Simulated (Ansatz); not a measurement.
# What Ba2C (model cell, started as cuprite) distorts into, part 3 of 3

Wanted: the energy along a soft mode of Ba2C (model cell, started as cuprite) and the structure at the end.

Ansatz 0.2.0; DFT PBEsol, scalar-relativistic, plane waves, PAW.

So far. Step 4 (The mode frozen in, largest atomic shift 0.32 Å): The run ends at a pressure of -0.31 GPa, with forces up to 0.41 eV/Å. Step 5 (Energy along the mode, all amplitudes (two of the runs …): The lowest of the steps tried is at 0.32 Å, 11.8 meV/atom below the parent; the bottom of the well need not coincide with a step.

The structure was built from a prototype and need not be the compound's stable phase.

## Step 7: The new phase in its own primitive cell

The relaxed structure is symmetrised, reduced to its primitive cell and relaxed tightly, as its phonons need.

System of this step: Ba2C (model cell, started as cuprite). Symmetry: Fm-3m, No. 225, cubic system. The conventional cell has a = 6.879 Å, b = 6.879 Å, c = 6.879 Å, α = 90.00°, β = 90.00°, γ = 90.00°. Nearest to C lie 8 Ba at 2.98 Å. Nearest to Ba lie 4 C at 2.98 Å. Farther neighbours are not listed.

File input.yaml:

```yaml
crystal:
  lattice:
    - [0.0, 3.4394867977, 3.4394867977]
    - [3.4394867977, 0.0, 3.4394867977]
    - [3.4394867977, 3.4394867977, 0.0]
  atoms:
    - { symbol: C, position: [0.0, 0.0, 0.0] }
    - { symbol: Ba, position: [0.25, 0.25, 0.25] }
    - { symbol: Ba, position: [0.75, 0.75, 0.75] }
kpoints:
  mp_grid: { grid: [10, 10, 10] }
hamiltonian:
  xc: pbesol
scf:
  occupations: { method: methfessel_paxton, width: 0.2 }
output:
  forces: true
  stress: true
  eigenvalues: true
relax:
  adjacent_minimum: "off"
  f_tol: 0.001
  max_steps: 60
  cell: { stress_tol: 0.01 }
```

The run is started by

```console
$ ansatz run input.yaml --threads 8 --pin off --max-ram 14336MiB --backend cpu --events-out ev --progress --plain --runs-dir out
```

Numbers of over 12 decimals in the logs are rounded to 6 here.

What it wrote:

```text
[...]
Crystal: 3 atoms, lattice volume = 81.379 Å³
Basis set: ecut = 420 eV, 1639 PW (Γ), exchange–correlation on 72×72×72 points (8 copies of the dense FFT grid, shifted against one another)
Bands: 16, of which v1, the nominal top of the filled ones, is band 12 counted from 1 (11 counted from 0)
Symmetry: 48 space group operations
[...]
k-points: 47 of 1000
[...]
k-point 46: bands = [... 8 lower, 2.6770, 9.2089, 9.3290, 9.6993, 10.9817, 12.1519, 12.2543, 13.3248]
--- Relaxed structure (2 steps of the walk, 2 accepted, 1 SCFs on fresh bases) ---
[...]
cell:  # Å, volume = 81.3436 Å³
    - [0, 3.438991, 3.438991]
    - [3.438991, 0, 3.438991]
    - [3.438991, 3.438991, 0]
  atoms:
    - { symbol: C, position: [0, 0, 0] }
    - { symbol: Ba, position: [0.25, 0.25, 0.25] }
    - { symbol: Ba, position: [0.75, 0.75, 0.75] }
[key lines of the parts left out:]
SCF converged after 5 iterations
Free energy (F): -11970.084306 eV
Fermi energy:    10.193554 eV
P = ⅓ Tr σ = 0.0063 GPa (0.063 kbar)
```

Elapsed: 1.9 s, on 8 threads of Arm Neoverse V2, shared host; peak memory 0.46 GiB.

Little changed from the start: no atom moved by 0.005 Å and no cell edge by 0.1 %.

Numbers from this step:

```
pressure        : 0.006284 GPa
volume per atom : 27.11 Å³
```

The forces vanish by symmetry and the pressure is 0.006 GPa, within the tolerances set. The cell now holds 27.11 Å³/atom.

## Step 8: Modes of the new phase, k-mesh 10×10×10

A relaxed structure may still be a saddle point, so its zone-centre modes are computed. No field response is asked, since the mesh shows no gap.

input.yaml, the sections that differ from step 7:

```yaml
crystal:
  lattice:
    - [0.0, 3.4389913756, 3.4389913756]
    - [3.4389913756, 0.0, 3.4389913756]
    - [3.4389913756, 3.4389913756, 0.0]
  atoms:
    - { symbol: C, position: [0.0, 0.0, 0.0] }
    - { symbol: Ba, position: [0.25, 0.25, 0.25] }
    - { symbol: Ba, position: [0.75, 0.75, 0.75] }
output:
  eigenvalues: true
phonons:
  method: dfpt
# kpoints, hamiltonian, scf: as in step 7
# relax: removed
```

What it wrote:

```text
zone centre: on kpoints.mp_grid the ground state, and the responses unless they are solved on pairs of k-points, stand on 102 of the mesh's 1000 k-points, reduced under 8 symmetry operations, with k and −k counted as one. Each operation leaves every solved displacement unchanged or reverses it
[...]
Crystal: 3 atoms, lattice volume = 81.344 Å³
Basis set: ecut = 420 eV, 1639 PW (Γ), exchange–correlation on 72×72×72 points (8 copies of the dense FFT grid, shifted against one another)
Bands: 16, of which v1, the nominal top of the filled ones, is band 12 counted from 1 (11 counted from 0)
Symmetry: 48 space group operations
k-points: 102 of 1000 (irreducible under 8 space group operations, time reversal used)
[...]
SCF iter   1: F=—  HF=-11970.148486 eV  |F-HF|=—  |Δ(HF+E_count)|=         —  Δρ=1.59e-2  dr2=4.78e-1  ethr=1.77e-3  ⟨swp⟩=8.2  Hψ=9990  notcnv=0
[...]
SCF iter  10: F=-11970.084306 eV  HF=-11970.084306 eV  |F-HF|=3.64e-12  |Δ(HF+E_count)|=  5.46e-12  S|Δr|=    0.00e0  Δρ=2.06e-8  dr2=4.96e-13  ethr=1.00e-12  ⟨swp⟩=5.6  Hψ=7227  notcnv=0
SCF 1 converged in 10 iterations: F = -11970.084306 eV  dr2 = 4.96e-13
[...]
DFPT response loops at Γ: preconditioner auto → Kerker (q_TF=auto, 2.226 Å⁻¹) (partly filled bands, converged f_vac=0.000); β = 1.00, the filter's whole step (`scf.mixing.beta` (0.50) is not read by the response loops under this deck's `scf.mixing.preconditioner`; to damp them name `kerker` or `kerker_dos`, under which they read `scf.mixing.beta`, and type it under 1.00, their step now; both keys bind the ground state too); Broyden in place of MSR1
SCF converged after 10 iterations
[...]
Free energy (F): -11970.084306 eV
[...]
Internal energy: -11970.090601 eV  (E = F + TS)
E sigma→0 (E₀):  -11970.085880 eV
Entropy (-TS):   0.006295 eV (2.098 meV/atom)
Fermi energy:    10.193554 eV
[...]
--- Band table (eV; the first three rows and the last of 102) ---
  k-point 0: bands = [... 8 lower, 2.0575, 8.0942, 8.0942, 8.0942, 10.2984, 10.3527, 10.3527, 14.6288]
  k-point 1: bands = [... 8 lower, 2.1464, 8.1003, 8.1830, 8.1830, 10.5024, 10.5024, 10.6433, 14.2074]
  k-point 2: bands = [... 8 lower, 2.3504, 8.2619, 8.4363, 8.4363, 10.9311, 10.9311, 11.4330, 13.4611]
  k-point 101: bands = [... 8 lower, 2.6770, 9.2089, 9.3290, 9.6993, 10.9817, 12.1519, 12.2543, 13.3248]
--- Phonons (Γ-DFPT): 2 representative perturbations + reference, on 102 of 1000 k-points (Σ response iterations 7) ---
  k mesh reduced under 8 symmetry operations, with k and −k counted as one. Each operation leaves every solved displacement unchanged or reverses it
  ASR residual: 2.249e-5 → 0.000e0 eV/Å²; symmetrization residual: 3.284e-7 eV/Å²
  ASR residual per site (eV/Å²): 2.25e-5 1.62e-6 1.62e-6
  Γ frequencies (cm⁻¹): 0.00 0.00 0.00 68.64 68.64 68.64 230.79 230.79 230.79
  non-analytic LO–TO correction: not included (Born effective charges unavailable; polar crystals: no LO–TO splitting at Γ)
```

Wall time 6.6 s (8 threads); peak memory 0.87 GiB.

Numbers from this step:

- sum-rule residual before enforcement: 2.25e-5 eV/Å²
- highest optical mode at the zone centre (no LO-TO term): 230.8 cm⁻¹
- lowest optical zone-centre mode: 68.64 cm⁻¹

Patterns of degenerate modes are one choice out of their space. Modes at Γ, with each element's share of the kinetic energy:

```
mode  frequency (cm⁻¹)  symmetry  C %  Ba %
   1               0.0  acoustic    4    96
   2               0.0  acoustic    4    96
   3               0.0  acoustic    4    96
   4              68.6       T2g    0   100
   5              68.6       T2g    0   100
   6              68.6       T2g    0   100
   7             230.8       T1u   96     4
   8             230.8       T1u   96     4
   9             230.8       T1u   96     4
```

Displacements in mode 6 (68.6 cm⁻¹), the largest set to 1:
```
C1   0.00  0.00  0.00
Ba2  0.00  1.00  0.00
Ba3  0.00 -1.00  0.00
```

Displacements in mode 9 (230.8 cm⁻¹), the largest set to 1:
```
C1   0.00 -0.04  1.00
Ba2  0.00  0.00 -0.04
Ba3  0.00  0.00 -0.04
```

Before it was imposed, the acoustic sum rule was missed by 2.2e-5 eV/Å². Small misses are needed for a sound result but don't prove that mesh and cutoff are converged. The lowest optical mode is real, 68.6 cm⁻¹.

## Step 9: Outcome

```yaml
unstable_mode_of_the_parent: q = (0, 0, -0.5), 132i cm⁻¹
depth_at_the_lowest_point_sampled: 11.8 meV/atom
largest_atomic_shift_at_that_point: 0.32 Å
space_group_reached_within_0p01_a: Fm-3m
energy_gained_over_the_parent_first_relaxation_on_the_mesh_of_the_frozen_mode: 370 meV/atom
volume_per_atom_phase_reached: 27.1 Å³
lowest_optical_zone_centre_mode_phase_reached: 68.6 cm⁻¹
highest_optical_mode_at_the_zone_centre_no_lo_to_term_phase_reached: 231 cm⁻¹
```

What this shows: From this start the structure relaxes into Fm-3m, 370 meV/atom below the parent. At the parent's cell the well is 11.78 meV/atom deep on the steps tried, with its lowest point at a shift of 0.32 Å. Relaxing atoms and cell changes the gain by +358.12 meV/atom against the lowest step (energies at zero smearing). Most of the total comes from this relaxation. The frozen pattern makes up only 3 % of the final shifts of the atoms, so other modes or strain give most of the change. The new phase has no imaginary mode at the zone centre of its cell; other wavevectors were not checked. Of the 6 patterns followed to their end from this parent, this one reaches the lowest energy. Each path keeps the symmetry of its pattern, so a lower phase may lie along a pattern not tried. With no gap, or one that is small against the smearing, the frequencies hang on the k mesh and the smearing, most of all near Kohn anomalies. Spin-orbit coupling is left out, which can matter for the heavy elements here. The starting cell was built on a prototype and not taken from a measurement, so the phase need not exist.

[Logs are printed without paths, hosts, clocks, repeated set-up lines and the standing remarks that a program may print on its own settings, such as how far it seeks lower states.]

[Hosts, paths, dates, database ids (printed as entryN), source tags and the programs' standing remarks are cut or masked in the printed files.]
